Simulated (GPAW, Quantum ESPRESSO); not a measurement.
The O K edge of atom 7 in Ti6O (P-31m), with 6 Ti at 2.08 Å (octahedral, site symmetry -3m), was computed in 2 ways: excited-electron core hole (neutral cell) and no core hole. Program and functional: Quantum ESPRESSO XSpectra, LDA, Lorentzian half width 0.3 eV up to 4 eV, rising linearly to 2.5 eV at 25 eV; cells of 7 and 21 atoms (the run without a hole in the smaller).

Each run is counted from its own lowest empty level or Fermi level and scaled to a mean of 1 over its first 20 eV.

| E (eV) | run 1 | run 2 |
| --- | --- | --- |
| -2.0 | 0.06 | 0.05 |
| -1.5 | 0.08 | 0.06 |
| -1.0 | 0.12 | 0.08 |
| -0.5 | 0.19 | 0.12 |
| 0.0 | 0.42 | 0.24 |
| 0.5 | 0.86 | 0.43 |
| 1.0 | 1.68 | 0.70 |
| 1.5 | 2.82 | 1.21 |
| 2.0 | 2.84 | 2.02 |
| 2.5 | 1.96 | 2.31 |
| 3.0 | 1.96 | 1.93 |
| 3.5 | 2.04 | 2.56 |
| 4.0 | 1.27 | 2.22 |
| 4.5 | 1.07 | 1.99 |
| 5.0 | 0.94 | 1.67 |
| 5.5 | 0.82 | 1.29 |
| 6.0 | 0.73 | 1.07 |
| 6.5 | 0.61 | 0.90 |
| 7.0 | 0.54 | 0.71 |
| 7.5 | 0.51 | 0.60 |
| 8.0 | 0.53 | 0.56 |
| 8.5 | 0.62 | 0.57 |
| 9.0 | 0.75 | 0.65 |
| 9.5 | 0.88 | 0.74 |
| 10.0 | 1.01 | 0.85 |
| 10.5 | 1.05 | 0.97 |
| 11.0 | 0.98 | 1.00 |
| 11.5 | 0.86 | 0.93 |
| 12.0 | 0.79 | 0.84 |
| 12.5 | 0.76 | 0.78 |
| 13.0 | 0.74 | 0.74 |
| 13.5 | 0.74 | 0.73 |
| 14.0 | 0.75 | 0.72 |
| 14.5 | 0.77 | 0.72 |
| 15.0 | 0.78 | 0.73 |
| 15.5 | 0.79 | 0.74 |
| 16.0 | 0.79 | 0.74 |
| 16.5 | 0.78 | 0.74 |
| 17.0 | 0.77 | 0.74 |
| 17.5 | 0.77 | 0.73 |
| 18.0 | 0.75 | 0.72 |
| 18.5 | 0.74 | 0.71 |
| 19.0 | 0.72 | 0.69 |
| 19.5 | 0.71 | 0.67 |
| 20.0 | 0.71 | 0.66 |
| 20.5 | 0.71 | 0.65 |
| 21.0 | 0.72 | 0.65 |
| 21.5 | 0.74 | 0.66 |
| 22.0 | 0.74 | 0.67 |
| 22.5 | 0.75 | 0.68 |
| 23.0 | 0.75 | 0.69 |
| 23.5 | 0.75 | 0.69 |
| 24.0 | 0.74 | 0.69 |
| 24.5 | 0.74 | 0.69 |
| 25.0 | 0.73 | 0.68 |
| 25.5 | 0.71 | 0.67 |
| 26.0 | 0.70 | 0.66 |
| 26.5 | 0.69 | 0.65 |
| 27.0 | 0.68 | 0.64 |
| 27.5 | 0.67 | 0.63 |
| 28.0 | 0.66 | 0.62 |
| 28.5 | 0.66 | 0.61 |
| 29.0 | 0.66 | 0.61 |
| 29.5 | 0.66 | 0.61 |
| 30.0 | 0.66 | 0.61 |
| 30.5 | 0.66 | 0.60 |
| 31.0 | 0.66 | 0.60 |
| 31.5 | 0.66 | 0.60 |
| 32.0 | 0.66 | 0.60 |

Which run is which?

Run 1: excited-electron core hole (neutral cell) (area from −2 to 6 eV 9.7, main maxima 1.7 eV (3.05), 3.3 eV (2.18) and 10.4 eV (1.06)). Run 2: no core hole (area from −2 to 6 eV 9.7, main maxima 2.4 eV (2.37), 3.6 eV (2.64) and 10.8 eV (1.00)). With each curve scaled to its own mean, the area from −2 to 6 eV with the hole is 9.7 against 9.7, and the centre of weight from −1 to 20 eV moves by -0.2 eV (first and strongest maxima below 20 eV: 2.4 eV (2.37), 3.6 eV (2.64) and 10.8 eV (1.00) without the hole, 1.7 eV (3.05), 3.3 eV (2.18) and 10.4 eV (1.06) with it); the shape changes all the same, by 37 % r.m.s.

[Hosts, paths, dates, database ids (printed as entryN), source tags and the programs' standing remarks are cut or masked in the printed files.]

[Lists of maxima count a maximum above −3 eV only where it reaches 4 % of the highest in the window and stands out from its surroundings by 2 % of it (1.5 % where it reaches 55 %); shoulders and weaker maxima are passed over, and of the rest the first, up to two pre-edge ones and the few strongest are named.]
